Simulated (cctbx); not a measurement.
## Diagnosing a refinement

Cell a = 6.5690 Å, b = 6.6190 Å, c = 8.8280 Å, α = 90.00°, β = 109.06°, γ = 90.00°; space group P2_1 (no. 4). The compound is SmTlGeS4.

The data are simulated with cctbx, not measured: Mo Kα, λ = 0.71073 Å, to d = 0.6 Å, 50 % of the full sphere, strongest reflection 5000 counts, noise from counting, a 4 % proportional error and a noise floor of 8 counts (s.d.); no absorption, and some extinction, which the refinements don't model.

An anisotropic refinement with weights 1/σ² prints:

```text
Rint 0.035, 73 unique reflections to 2.00 A
cycle     R1     wR2    GooF  max shift (A)
   1  0.0275  0.0678   2.874   0.01716
  12  0.0056  0.0152   0.645   0.00426
final R1 0.0055 wR2 0.0150 GooF 0.638  parameters 63  data/parameter 1.2
atom        x        y        z      Ueq    occ   su(xyz)  su(Uiso or U11)
Tl1    0.24644  0.27593  0.94222   0.0420  1.000  0.00155  0.0208  NPD
Sm1    0.72986  0.79701  0.55043   0.0423  1.000  0.00287  0.0301  NPD
Ge1    0.72291  0.25421  0.32270   0.0300  1.000  0.01188  0.0352  NPD
S1     0.91691  0.19820  0.57705   0.0257  1.000  0.01633  0.1214  NPD
S2     0.08374  0.75045  0.85369   0.0295  1.000  0.02360  0.0876  NPD
S3     0.45634  0.01019  0.26999   0.0788  1.000  0.02614  0.1732  NPD
S4     0.50446  0.53721  0.28535   0.0243  1.000  0.01727  0.1091  NPD
difference map: max 0.08 min -0.05 rms 0.02
Q1    0.4053  0.7636  0.9339    2    0.08  2.00 A from S2
Q2    0.0514  0.7415  0.9896    2    0.04  1.29 A from S2
Q3    0.9928  0.2218  0.3110    2    0.04  1.39 A from S2
Q4    0.2197  0.5345  0.5992    2    0.04  1.60 A from Ge1
Q5    0.2576  0.5217  0.2415    2    0.03  1.54 A from S4
Q6    0.2306  0.0074  0.6192    2    0.03  1.68 A from S4
```

**Question.** Can this result stand? If not, what is the likely fault?

Mend it. The fault: data cut at low resolution. Against the right model at the same level, R1 goes from 0.0472 to 0.0055 and GooF from 0.99 to 0.64 and Tl1, Sm1, Ge1, S1, S2, S3 and S4 go non-positive-definite. The atoms are right, but there are too few data for the parameters: R1 flatters and the s.u.s grow. Data per parameter fall from 42.3 to 1.2. The fit had not settled when the cycles ran out.

The compound is SmTlGeS4. The right model at the same level gives:

```text
Rint 0.057, 2663 unique reflections to 0.60 A
cycle     R1     wR2    GooF  max shift (A)
   1  0.0476  0.1045   1.001   0.00227
   3  0.0472  0.1037   0.993   0.00024
final R1 0.0472 wR2 0.1037 GooF 0.993  parameters 63  data/parameter 42.3
atom        x        y        z      Ueq    occ   su(xyz)  su(Uiso or U11)
Tl1    0.24669  0.27731  0.94090   0.0157  1.000  0.00008  0.0002
Sm1    0.72674  0.79566  0.54891   0.0215  1.000  0.00012  0.0003
Ge1    0.72706  0.25311  0.32707   0.0269  1.000  0.00031  0.0006
S1     0.92603  0.18973  0.57600   0.0266  1.000  0.00072  0.0018
S2     0.08389  0.75166  0.84757   0.0333  1.000  0.00080  0.0018
S3     0.45404  0.01039  0.27335   0.0289  1.000  0.00085  0.0023
S4     0.50659  0.53354  0.28668   0.0310  1.000  0.00093  0.0023
Flack x: 0.000(15)
Hooft y: -0.005(17)  Bijvoet pairs: 950
difference map: max 2.84 min -2.48 rms 0.66
Q1    0.0594  0.2871  0.3394    2    3.03  1.43 A from Sm1
Q2    0.2587  0.7725  0.3115    2    2.82  1.88 A from S1
Q3    0.0282  0.3682  0.9692    2    2.55  1.65 A from Tl1
Q4    0.0678  0.2805  0.6567    2    2.54  1.14 A from S1
Q5    0.2400  0.9817  0.1111    2    2.50  1.66 A from S3
Q6    0.3107  0.7805  0.9067    2    2.44  1.42 A from S2
```

The model is made up (kin elements in a known structure type, no relaxation), so it says nothing on whether the phase exists.

[Middle refinement cycles are left out of these outputs.]

[Logs are printed without paths, hosts, clocks, repeated set-up lines and the standing remarks that a program may print on its own settings, such as how far it seeks lower states.]
